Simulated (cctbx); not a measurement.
## Interatomic vectors of RbCoNiI5F

Space group Imma (no. 74), a = 9.7710 Å, b = 10.0370 Å, c = 13.8470 Å, α = 90.00°, β = 90.00°, γ = 90.00°, content I20 Rb4 Ni4 Co4 F4.

The data are simulated with cctbx, not measured: Mo Kα, λ = 0.71073 Å, to d = 0.84 Å, 70 % of the full sphere, strongest reflection 20000 counts, noise from counting, a 1.5 % proportional error and a noise floor of 15 counts (s.d.); no absorption.

Patterson synthesis from sharpened amplitudes, origin scaled to 1000:

```text
Patterson group I m m m
      u       v       w   height  length (A)
  0.000   0.000   0.000   1000.0     0.00
  0.000   0.500   0.244    368.4     6.05
  0.000   0.396   0.000    348.7     3.97
  0.123   0.500   0.500    347.2     8.64
  0.190   0.199   0.500    233.5     7.44
  0.188   0.197   0.208    184.3     3.95
  0.123   0.103   0.500    179.5     7.10
  0.187   0.303   0.454    176.6     7.22
  0.120   0.000   0.257    167.4     3.75
  0.000   0.105   0.245    164.4     3.55
  0.000   0.000   0.290    141.1     4.01
  0.000   0.500   0.046    137.7     5.06
  0.194   0.301   0.258    114.1     5.04
  0.000   0.500   0.335     88.0     6.84
```

Q: Assign the vectors.

A peak at u stands for all pairs with xi − xj = u, with weight Σ ZiZj against Σ Z² = 68032 at the origin. Peak heights follow these weights only roughly, since form factors, motion and series ripples differ, all vectors within 0.55 Å of a peak are counted as merged into it though the farther ones add only part of their weight, and F(000) is left out, which lowers the whole map:

| u | v | w | shortest length (Å) | height | 1000 ΣZiZj/ΣZ² | pairs in the cell |
| --- | --- | --- | --- | --- | --- | --- |
| 0.000 | 0.500 | 0.244 | 6.04 | 368 | 399 | 8 × I–I, 2 × Rb–Rb, 4 × I–F |
| 0.000 | 0.396 | 0.000 | 3.97 | 349 | 330 | 8 × I–I |
| 0.123 | 0.500 | 0.500 | 3.68 | 347 | 330 | 8 × I–I |
| 0.190 | 0.199 | 0.500 | 4.28 | 234 | 231 | 8 × I–Rb |
| 0.188 | 0.197 | 0.208 | 3.95 | 184 | 193 | 4 × I–I, 4 × I–F |
| 0.123 | 0.103 | 0.500 | 5.43 | 180 | 165 | 4 × I–I |
| 0.187 | 0.303 | 0.454 | 3.70 | 177 | 165 | 4 × I–I |
| 0.120 | 0.000 | 0.257 | 3.75 | 167 | 165 | 4 × I–I |
| 0.000 | 0.105 | 0.245 | 3.55 | 164 | 165 | 4 × I–I |
| 0.000 | 0.000 | 0.290 | 4.02 | 141 | 135 | 4 × I–Rb, 4 × Rb–F |

The table stops at ten peaks or at a height of 45, below which ripples compete. In the model behind the data I, the heaviest element, has 2 independent sites: (0.6886, 0.9487, 0.6218) and (0, 1/4, 0.3321), up to an allowed shift of origin; the I–I vectors are differences of these positions and their symmetry mates. The whole model:

| atom | mult. | x | y | z | Ueq (Å²) |
| --- | --- | --- | --- | --- | --- |
| I1 | 16 | 0.6886 | 0.9487 | 0.6218 | 0.0052 |
| I2 | 4 | 0 | 1/4 | 0.3321 | 0.0069 |
| Rb1 | 4 | 0 | 3/4 | 0.3811 | 0.0063 |
| Ni1 | 4 | 1/4 | 1/4 | 1/4 | 0.0050 |
| Co1 | 4 | 0 | 0 | 0 | 0.0091 |
| F1 | 4 | 1/2 | 3/4 | 0.4316 | 0.0131 |

The model is made up (kin elements in a known structure type, no relaxation), so it says nothing on whether the phase exists.

[Logs are printed without paths, hosts, clocks, repeated set-up lines and the standing remarks that a program may print on its own settings, such as how far it seeks lower states.]
